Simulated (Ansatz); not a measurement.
# Phonons of Ir-Ag-Ir stack of (111) layers

The plan: relax Ir-Ag-Ir stack of (111) layers, check its phonons, and, if the lattice is stable, compute its Eliashberg function and ρ(T).

Calculated with Ansatz 0.2.0; DFT PBEsol, scalar-relativistic, plane waves, PAW; PAW set soft_1.

Most raw output is cut from this account.

## 1. Starting point

The cell holds 3 atoms: 2 Ir and 1 Ag. Its edges and angles: a = 2.892 Å, b = 2.892 Å, c = 15.723 Å, α = 90.0°, β = 90.0°, γ = 120.0°. Vacuum lies along c.

## 2. Relaxation

The structure is brought to rest under this functional.

File input.yaml:

```yaml
crystal:
  lattice:
    - [2.89207, 0.0, 0.0]
    - [-1.44603, 2.5046, 0.0]
    - [0.0, 0.0, 15.72273]
  atoms:
    - { symbol: Ir, position: [0.0, 0.0, 0.34981213] }
    - { symbol: Ag, position: [0.33333333, 0.66666667, 0.5] }
    - { symbol: Ir, position: [0.66666667, 0.33333333, 0.65018787] }
  periodic: [true, true, false]
kpoints:
  mp_grid: { grid: [12, 12, 1] }
hamiltonian:
  xc: pbesol
  pseudopotentials: { kind: paw, azcp: { folder: soft_1 }, xc_functional: pbe }
scf:
  occupations: { method: gaussian, width: 0.1 }
output:
  forces: true
  stress: true
  eigenvalues: true
relax:
  adjacent_minimum: "off"
  f_tol: 0.005
  max_steps: 80
  cell: { stress_2d_tol: 0.02 }
```

Run with:

```
$ ansatz run input.yaml --threads 4 --pin off --max-ram 12288MiB --backend cpu --events-out ev --progress --plain --runs-dir out
```

Wall time 29 s (4 threads of Arm Neoverse V1, shared host); peak memory 0.62 GiB; 1.9 min of CPU time.

Relaxation path:

| step | energy less that of the first step (eV) | largest force component (eV/Å) | volume (Å³) |
| --- | --- | --- | --- |
| 1 | 0.0000 | 0.5894 | 240.81 |
| 2 | -1.0740 | 0.3241 | 217.91 |
| 3 | -1.4343 | 0.4884 | 196.16 |
| 4 | -1.4808 | 0.0765 | 199.47 |
| 5 | -1.4828 | 0.0121 | 198.56 |
| 6 | -1.4829 | 0.0002 | 198.68 |
| 7* | -1.4788 | 0.0004 | 198.68 |
| 8 | -1.4788 | 0.0001 | 198.69 |
| 9* | -1.4788 | 0.0001 | 198.69 |

Relaxation steps marked * repeat the geometry before them on a plane-wave basis chosen anew for their cell, so energy and pressure can jump there.

Forces are held to the 12 operations that the run works with; a distortion that breaks them can't arise in this run.

| cell as run | before | after | change |
| --- | --- | --- | --- |
| a (Å) | 2.892 | 2.627 | -9.2 % |
| b (Å) | 2.892 | 2.627 | -9.2 % |

The atoms that moved most (Å, along periodic axes as changes of fractional coordinates times the final cell, across vacuum about the mean position):

| atom | dx | dy | dz | length |
| --- | --- | --- | --- | --- |
| Ir3 | 0.000 | 0.000 | 0.092 | 0.092 |
| Ir1 | 0.000 | 0.000 | -0.092 | 0.092 |

The relaxed structure:

```cif
data_structure
_symmetry_space_group_name_H-M 'P 1'
_symmetry_Int_Tables_number 1
_cell_length_a 2.6270
_cell_length_b 2.6270
_cell_length_c 33.2455
_cell_angle_alpha 90.000
_cell_angle_beta 90.000
_cell_angle_gamma 120.000
_cell_volume 198.69
loop_
_atom_site_label
_atom_site_type_symbol
_atom_site_fract_x
_atom_site_fract_y
_atom_site_fract_z
_atom_site_occupancy
Ir1 Ir 0.00000 0.00000 0.16268 1
Ag2 Ag 0.33333 0.66667 0.23646 1
Ir3 Ir 0.66667 0.33333 0.31025 1
```

Numbers from this step:

- metallic on mesh: yes
- gap on the k-mesh: 0 eV

The relaxation ends with a largest force component of 8.1e-5 eV/Å.

## 3. Tight relaxation

No force is left; the cell is relaxed once more with another smearing and tight thresholds.

input.yaml, the sections that differ from step 2:

```yaml
crystal:
  lattice:
    - [2.6270042695, -2.6222e-06, 0.0]
    - [-1.3134998639, 2.2750537443, 0.0]
    - [0.0, 0.0, 33.2454533171]
  atoms:
    - { symbol: Ir, position: [0.0, 0.0, 0.1626794302] }
    - { symbol: Ag, position: [0.3333333333, 0.6666666667, 0.2364643648] }
    - { symbol: Ir, position: [0.6666666667, 0.3333333333, 0.3102492993] }
  periodic: [true, true, false]
scf:
  occupations: { method: methfessel_paxton, width: 0.2 }
relax:
  adjacent_minimum: "off"
  f_tol: 0.001
  max_steps: 60
  cell: { stress_2d_tol: 0.002 }
# kpoints, hamiltonian, output: as in step 2
```

Elapsed: 16 s, on 4 threads; peak memory 0.57 GiB.

Little changed from the start: no atom moved by 0.005 Å and no cell edge by 0.1 %.

## 4. Lattice stability: q 2×2×1, k 8×8×1

Couplings are defined for a stable lattice alone, so phonons come first.

File input.yaml:

```yaml
crystal:
  lattice:
    - [2.6265679725, -2.6217e-06, 0.0]
    - [-1.3132817157, 2.2746758998, 0.0]
    - [0.0, 0.0, 33.2454533171]
  atoms:
    - { symbol: Ir, position: [0.0, 0.0, 0.1626451089] }
    - { symbol: Ag, position: [0.3333333333, 0.6666666667, 0.2364643648] }
    - { symbol: Ir, position: [0.6666666667, 0.3333333333, 0.3102836206] }
  periodic: [true, true, false]
kpoints:
  mp_grid: { grid: [8, 8, 1] }
hamiltonian:
  xc: pbesol
  pseudopotentials: { kind: paw, azcp: { folder: soft_1 }, xc_functional: pbe }
scf:
  occupations: { method: methfessel_paxton, width: 0.2 }
output:
  eigenvalues: true
phonons:
  method: dfpt
  qmesh: [2, 2, 1]
  temperatures: { t_max: 1000, t_step: 50 }
  qpath:
    path:
      - [0.0, 0.0, 0.0]
      - [0.5, 0.0, 0.0]
      - [0.33333333, 0.33333333, 0.0]
      - [0.0, 0.0, 0.0]
    npoints: 10
```

The job ended after 2.1 min (4 threads; peak memory 1 GiB).

Numbers from this step:

- share of imaginary modes in the plain interpolation between solved wavevectors: 0.0967
- highest frequency, solved or plainly interpolated: 282.1 cm⁻¹

Solved on the 2×2×1 mesh alone; all other wavevectors are interpolated. Phonon branches along the path, in cm⁻¹:

| point | branch 1 | branch 2 | branch 3 | branch 4 | branch 5 | branch 6 | branch 7 | branch 8 | branch 9 |
| --- | --- | --- | --- | --- | --- | --- | --- | --- | --- |
| Γ | 0 | 0 | 0 | 21 | 21 | 64 | 64 | 79 | 167 |
| halfway | -29 | 35 | 58 | 66 | 113 | 123 | 137 | 153 | 204 |
| M | -8 | 45 | 48 | 77 | 100 | 149 | 192 | 194 | 282 |
| halfway | 10 | 40 | 88 | 94 | 115 | 180 | 184 | 185 | 271 |
| K | 28 | 28 | 83 | 147 | 151 | 151 | 163 | 238 | 238 |
| halfway | -31 | 62 | 64 | 74 | 121 | 137 | 147 | 155 | 218 |
| Γ | 0 | 0 | 0 | 21 | 21 | 64 | 64 | 79 | 167 |

Lowest modes at the softest wavevector of the mesh. The modes at q = (0.500, 0.500, 0.000) (shares of kinetic energy by element, %) (negative means imaginary):

| mode | frequency (cm⁻¹) | Ir % | Ag % |
| --- | --- | --- | --- |
| 1 | -8.2 | 100 | 0 |
| 2 | 45.4 | 91 | 9 |
| 3 | 48.0 | 100 | 0 |
| 4 | 76.8 | 100 | 0 |
| 5 | 100.4 | 15 | 85 |
| 6 | 148.9 | 0 | 100 |

Displacements in mode 1 (-8.2 cm⁻¹), the largest set to 1, in the home cell:
```
Ir1 0.00 0.00 1.00
Ag2 0.00 0.00 0.00
Ir3 0.00 0.00 1.00
```

Displacements in mode 6 (148.9 cm⁻¹), the largest set to 1, in the home cell:
```
Ir1  0.01  0.01  0.00
Ag2 -0.58 -1.00  0.00
Ir3 -0.01 -0.01  0.00
```

Among the solved wavevectors the lowest mode, translations apart, is -8.2 cm⁻¹, imaginary.

## 5. Lattice stability: q 3×3×1, k 9×9×1

An imaginary mode on so few k-points may come from the sampling, so the phonons are repeated with another q and k mesh.

Edit input.yaml of step 4 so:

```diff
@@ -11,3 +11,3 @@
 kpoints:
-  mp_grid: { grid: [8, 8, 1] }
+  mp_grid: { grid: [9, 9, 1] }
 hamiltonian:
@@ -21,3 +21,3 @@
   method: dfpt
-  qmesh: [2, 2, 1]
+  qmesh: [3, 3, 1]
   temperatures: { t_max: 1000, t_step: 50 }
```

Wall time 5.1 min (4 threads); peak memory 1.5 GiB; 20 min of CPU time.

This step gave:

```yaml
zero_point_energy: 0.07218 eV/cell
share_of_imaginary_modes_in_the_plain_interpolation_between_solved_wavevectors: 0.0015
highest_frequency_solved_or_plainly_interpolated: 281.3 cm⁻¹
```

Solved on the 3×3×1 mesh alone; all other wavevectors are interpolated. The phonon branches at the labelled points (cm⁻¹):

| point | branch 1 | branch 2 | branch 3 | branch 4 | branch 5 | branch 6 | branch 7 | branch 8 | branch 9 |
| --- | --- | --- | --- | --- | --- | --- | --- | --- | --- |
| Γ | 0 | 0 | 0 | 22 | 22 | 49 | 49 | 82 | 170 |
| halfway | 35 | 79 | 82 | 83 | 109 | 121 | 137 | 159 | 202 |
| M | 71 | 76 | 114 | 117 | 120 | 147 | 196 | 196 | 281 |
| halfway | 74 | 78 | 106 | 141 | 145 | 182 | 192 | 193 | 270 |
| K | 81 | 81 | 95 | 174 | 177 | 178 | 178 | 237 | 237 |
| halfway | 40 | 84 | 98 | 100 | 123 | 135 | 149 | 162 | 216 |
| Γ | 0 | 0 | 0 | 22 | 22 | 49 | 49 | 82 | 170 |

The modes has structure finer than the step of the table below, so its rows give means over 10 cm⁻¹, whole bins alone (the curve runs from -14.1 to 299 cm⁻¹). Peaks (cm⁻¹: height): Ag 113.9: 0.0299, 123.7: 0.0267, 149.3: 0.0229, 159.1: 0.0319, 196.6: 0.0116, 235.9: 0.0110, 255.6: 0.0221; Ir 84.3: 0.136, 98.1: 0.0375, 111.9: 0.0529, 184.7: 0.0630.

Phonopy on the run's constants, 21x21x1 mesh, Gaussian sigma 2.2 cm⁻¹. Modes against wavenumber; means over each step; values in 1/cm⁻¹/cell:

| wavenumber (cm⁻¹) | Ag | Ir |
| --- | --- | --- |
| 0 | 4.0e-4 | 0.00145 |
| 10 | 9.7e-4 | 0.00336 |
| 20 | 0.00186 | 0.00705 |
| 30 | 0.00294 | 0.0135 |
| 40 | 0.00340 | 0.0153 |
| 50 | 0.00530 | 0.0214 |
| 60 | 0.00751 | 0.0275 |
| 70 | 0.00635 | 0.0364 |
| 80 | 0.00872 | 0.0859 |
| 90 | 0.00611 | 0.0417 |
| 100 | 0.0149 | 0.0286 |
| 110 | 0.0228 | 0.0441 |
| 120 | 0.0227 | 0.0445 |
| 130 | 0.0161 | 0.0306 |
| 140 | 0.0119 | 0.0216 |
| 150 | 0.0173 | 0.0203 |
| 160 | 0.0255 | 0.0279 |
| 170 | 0.0173 | 0.0256 |
| 180 | 0.0103 | 0.0408 |
| 190 | 0.00813 | 0.0520 |
| 200 | 0.00792 | 0.00930 |
| 210 | 0.00677 | 2.0e-4 |
| 220 | 0.00756 | 1.1e-4 |
| 230 | 0.00522 | 5.7e-5 |
| 240 | 0.00738 | 7.0e-5 |
| 250 | 0.0151 | 1.3e-4 |
| 260 | 0.0180 | 1.4e-4 |
| 270 | 0.0136 | 9.3e-5 |
| 280 | 0.00792 | 5.2e-5 |
| 290 | 9.0e-5 | 2.0e-7 |

No LO-TO term; unit eigenvectors of the mass-weighted matrix. Modes at Γ, with each element's share of the kinetic energy:

| mode | frequency (cm⁻¹) | symmetry | Ir % | Ag % |
| --- | --- | --- | --- | --- |
| 1 | 0.0 | unnamed | 78 | 22 |
| 2 | 0.0 | unnamed | 78 | 22 |
| 3 | 0.0 | unnamed | 78 | 22 |
| 4 | 21.8 | Eg | 100 | 0 |
| 5 | 21.8 | Eg | 100 | 0 |
| 6 | 48.9 | Eu | 22 | 78 |
| 7 | 48.9 | Eu | 22 | 78 |
| 8 | 81.9 | A1g | 100 | 0 |
| 9 | 170.5 | A2u | 22 | 78 |

Displacements in mode 5 (21.8 cm⁻¹), the largest set to 1:
```
Ir1 -0.02 -1.00  0.00
Ag2  0.00  0.00  0.00
Ir3  0.02  1.00  0.00
```

Displacements in mode 8 (81.9 cm⁻¹), the largest set to 1:
```
Ir1  0.00  0.00  1.00
Ag2  0.00  0.00  0.00
Ir3  0.00  0.00 -1.00
```

Among the solved wavevectors the lowest mode, translations apart, is 21.8 cm⁻¹, so these are real on this k mesh. This mesh lacks the wavevector at which the coarser one was unstable.

## 6. Coupling and resistivity: q 3×3×1, k 9×9×1, scattering 18×18×1

Phonons, couplings and the Boltzmann equation in one run.

Edit input.yaml of step 5 so:

```diff
@@ -30 +30,5 @@
     npoints: 10
+  electrical_resistivity:
+    mesh: [18, 18, 1]
+    temperatures: [20.0, 50.0, 77.0, 100.0, 150.0, 200.0, 300.0, 400.0, 600.0, 800.0]
+  superconductivity: { mesh: [18, 18, 1] }
```

Elapsed: 5.2 min, on 4 threads; peak memory 2.1 GiB.

The run ended with an error.

The program's message: “electrical resistivity: the phonon self-energy gives or leaves a mode of imaginary frequency on the scattering mesh, on its own coarse k mesh or nearer the zone's centre than that mesh's first points: …”

The self-energy step leaves a mode imaginary somewhere between the solved wavevectors, and the run stops; that can be an artefact of the interpolation at long waves.

## 7. Electron–phonon run: phonons by Fourier interpolation alone

The run is repeated with Fourier-interpolated phonons, which need no self-energy step.

Edit input.yaml of step 6 so:

```diff
@@ -34 +34,2 @@
   superconductivity: { mesh: [18, 18, 1] }
+  electron_occupations: "off"
```

Run time: 4.6 min. Hardware: 4 threads; peak memory 1.5 GiB.

The run ended with an error.

The program's message: “electrical resistivity: the mode of lowest frequency at the wavevector [0.0000, 0.0556, 0.0000] is imaginary, -2.90 cm⁻¹ (written negative): every mode at the wavevectors of the force constants' own s …”

The run stops because a mode is imaginary on the scattering mesh, where no scattering rate is defined; denser k meshes, other smearings and, between solved wavevectors, finer q meshes show whether the instability is real.

## 8. Summary of results

```yaml
phonon_run_of_the_rows_without_a_label_of_their_own: PBEsol, q 3×3×1, k 9×9×1
softest_mode_on_the_q_mesh: 21.8 cm⁻¹ at q = (0, 0, 0)
highest_frequency_solved_or_plainly_interpolated: 281 cm⁻¹
```

The two phonon runs disagree on stability; they sample different wavevectors on different k meshes. Spin–orbit coupling, left out here, matters for Ir. The PAW files were made for PBE; under other functionals the run regenerates their frozen core. The structure was built by hand as an ordered model, and its stability against other phases was not tested.

[Logs are printed without paths, hosts, clocks, repeated set-up lines and the standing remarks that a program may print on its own settings, such as how far it seeks lower states.]

[Hosts, paths, dates, database ids (printed as entryN), source tags and the programs' standing remarks are cut or masked in the printed files.]
